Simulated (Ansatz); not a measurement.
# Static equation of state of amorphous Si0.9Ge0.1 (122 atoms)

Density of this cell: 2.55 g/cm³. The cell holds 122 atoms: 110 Si and 12 Ge. Its edges and angles: a = 13.822 Å, b = 14.027 Å, c = 13.289 Å, α = 87.9°, β = 91.0°, γ = 90.3°. The starting structure: 122 atoms (110 Si, 12 Ge) placed at random at 2.6 g/cm³, melted at 3500 K for 10 ps at fixed volume with the Tersoff potential (Tersoff, Phys. Rev. B 39, 5566 (1989)). Quenched from 3100 K to 500 K at 200 K/ps and fixed volume, annealed at 1200 K for 50 ps, held 5 ps.

Calculated with Ansatz 0.2.0: Kohn-Sham DFT, revPBE, PAW (set soft_1), plane waves; cutoff 420 eV, Γ point, gaussian smearing of 0.025 eV. Cell and atoms were relaxed first, to V0 = 21.102 Å³ an atom at a residual P0 = 0.007 GPa. The cell was then scaled evenly, and the atoms were relaxed at each volume.

| volume (Å³/atom) | pressure (GPa) |
| --- | --- |
| 18.992 | 6.929 |
| 19.836 | ? |
| 20.469 | 2.032 |
| 21.735 | -1.791 |
| 22.368 | -3.192 |

**Question.** Fit the third-order Birch–Murnaghan equation to the rows given and interpolate to the withheld row.

**Working.**

Take the Eulerian strain f = ½[(V0/V)^(2/3) − 1] and the normalised pressure F = (P − P0) / [3f(1 + 2f)^(5/2)]. The third-order Birch–Murnaghan equation is then the line F = B0 + (3/2)B0(B′ − 4) f, so u = f and v = F.

| u = f | v = F (GPa) |
| --- | --- |
| 0.0363829 | 53.1996 |
| 0.0102568 | 62.5316 |
| -0.00975666 | 64.5551 |
| -0.0190505 | 61.6812 |

With n = 4: mean u = 0.00445815, mean v = 60.4919, Σ(u − ū)² = 0.0018075, Σ(u − ū)(v − v̄) = -0.30669. Slope b = -0.30669 / 0.0018075 = -169.68; intercept a = v̄ − b ū = 61.248.

So B0 = a = 61.2 GPa and B′ = 4 + 2b/(3a) = 2.15. At the withheld volume f = 0.02106, F = a + b f = 57.68 GPa, and P = P0 + 3f(1 + 2f)^(5/2) F.

Prediction at 19.836: 4.047 GPa. The run gave 4.225 GPa, so the fit is low by 0.18 GPa (4.2 % of the value).

The series isn't one smooth equation of state: even a line fitted to all rows, the withheld one included, misses F by up to 5.4 %, the count of bonds changes along the series and an atom moves over 0.5 Å in some relaxation. B0 and B′ are then only the numbers of this fit, not moduli of the material. Among the rows given, the largest miss of the fit is at 18.992, by 0.24 GPa (2.4 % of the range of the table).

Limits: Static cells at zero temperature; the cell shape is held. The program notes that the SCF threshold of these relaxations is loose for the stress. The quench rate of 200 K/ps is many orders above laboratory rates, so the cell is likely richer in defects and strain than a real sample. The network of bonds at the start is that of the classical potential that made the cell, and needn't be the one that DFT or experiment would give. Only the Γ point is sampled, in a cell whose shortest periodic width is 13 Å.

[Hosts, paths, dates, database ids (printed as entryN), source tags and the programs' standing remarks are cut or masked in the printed files.]
